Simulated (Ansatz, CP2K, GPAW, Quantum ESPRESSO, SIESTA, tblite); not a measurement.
**A faulty CP2K run on twisted graphene monolayer on bilayer, 77.90° (186 atoms)**

Program: CP2K 2026.2, a calculation on a cell of 186 C, with vacuum.

The input, input.inp:

```
&GLOBAL
  PROJECT cell
  RUN_TYPE ENERGY_FORCE
  PRINT_LEVEL LOW
&END GLOBAL
&FORCE_EVAL
  METHOD QS
  &DFT
    BASIS_SET_FILE_NAME BASIS_MOLOPT
    POTENTIAL_FILE_NAME GTH_POTENTIALS
    &MGRID
      CUTOFF 450
      REL_CUTOFF 50
    &END MGRID
    &QS
      EPS_DEFAULT 1.0E-12
    &END QS
    &SCF
      SCF_GUESS ATOMIC
      EPS_SCF 1.0E-06
      MAX_SCF 50
      &DIAGONALIZATION
        ALGORITHM STANDARD
      &END DIAGONALIZATION
      &SMEAR ON
        METHOD FERMI_DIRAC
        ELECTRONIC_TEMPERATURE [K] 580
      &END SMEAR
      &MIXING
        METHOD BROYDEN_MIXING
        ALPHA 0.15
        NBROYDEN 8
      &END MIXING
      &PRINT
        &RESTART OFF
        &END RESTART
      &END PRINT
    &END SCF
    &XC
      &XC_FUNCTIONAL PBE
      &END XC_FUNCTIONAL
    &END XC
    &PRINT
      &MULLIKEN ON
      &END MULLIKEN
      &HIRSHFELD ON
        SHAPE_FUNCTION DENSITY
      &END HIRSHFELD
      &MO ON
        EIGENVALUES T
        OCCUPATION_NUMBERS T
        MO_INDEX_RANGE 361 372
        &EACH
          QS_SCF 0
        &END EACH
        ADD_LAST NUMERIC
      &END MO
    &END PRINT
  &END DFT
  &SUBSYS
    &CELL
      A 13.69670 0.00000 0.00000
      B -6.84835 11.86169 0.00000
      C 0.00000 0.00000 20.69000
    &END CELL
    &COORD
      SCALED
      C 0.07488 0.11548 0.33685
      C 0.11515 0.04254 0.33622
      C 0.10925 0.31455 0.33624
      C 0.14746 0.23555 0.33634
      C 0.14220 0.50389 0.33532
      C 0.17673 0.42610 0.33521
      C 0.17336 0.69873 0.33914
      C 0.21266 0.62453 0.33723
      C 0.20412 0.89053 0.33869
      C 0.25264 0.82109 0.33676
[... 172 atom lines left out ...]
      C 0.04564 0.39398 0.66299
      C 0.01363 0.27939 0.66328
      C 0.08490 0.23963 0.66319
      C 0.04112 0.11984 0.66441
    &END COORD
    &KIND C
      BASIS_SET DZVP-MOLOPT-SR-GTH-q4
      POTENTIAL GTH-PBE-q4
    &END KIND
  &END SUBSYS
  &PRINT
    &FORCES ON
    &END FORCES
  &END PRINT
&END FORCE_EVAL
```

Command:

```bash
OMP_NUM_THREADS=1 mpirun -np 4 cp2k.psmp -i input.inp > output.txt
```

The log of the run:

```text
CP2K| version string:                                       CP2K version 2026.2
 CP2K| Input file name                                                 input.inp
 GLOBAL| Basis set file name                                        BASIS_MOLOPT
 GLOBAL| Potential file name                                      GTH_POTENTIALS
 GLOBAL| Run type                                                   ENERGY_FORCE
 GLOBAL| Total number of message passing processes                             4
 GLOBAL| Number of threads for this process                                    1
 *   ___                                                                       *
 *  /   \                                                                      *
 * [ABORT]                                                                     *
 *  \___/             Extra MOs (ADDED_MOS) are required for smearing          *
 *    |                                                                        *
 *  O/|                                                                        *
 * /| |                                                                        *
```

It took 0.74 s on 4 MPI ranks of Arm Neoverse V1, shared host; peak memory 0.81 GiB; 2.1 s of CPU time.

Banners, paths, timers and routine set-up lines are dropped from the logs unmarked, and long logs keep their key lines alone; longer cuts are marked.

**Question.** Which part of the input is at fault, and how is it mended?

Smearing without added orbitals: added orbitals 0. Mend: give ADDED_MOS, enough empty orbitals to hold the smearing.

The program stopped at the start.

[Also dropped from logs without a mark: logging warnings of Python, and SIESTA's first energy breakdown and zero terms.]

[Logs are printed without paths, hosts, clocks, repeated set-up lines and the standing remarks that a program may print on its own settings, such as how far it seeks lower states.]

[Hosts, paths, dates, database ids (printed as entryN), source tags and the programs' standing remarks are cut or masked in the printed files.]
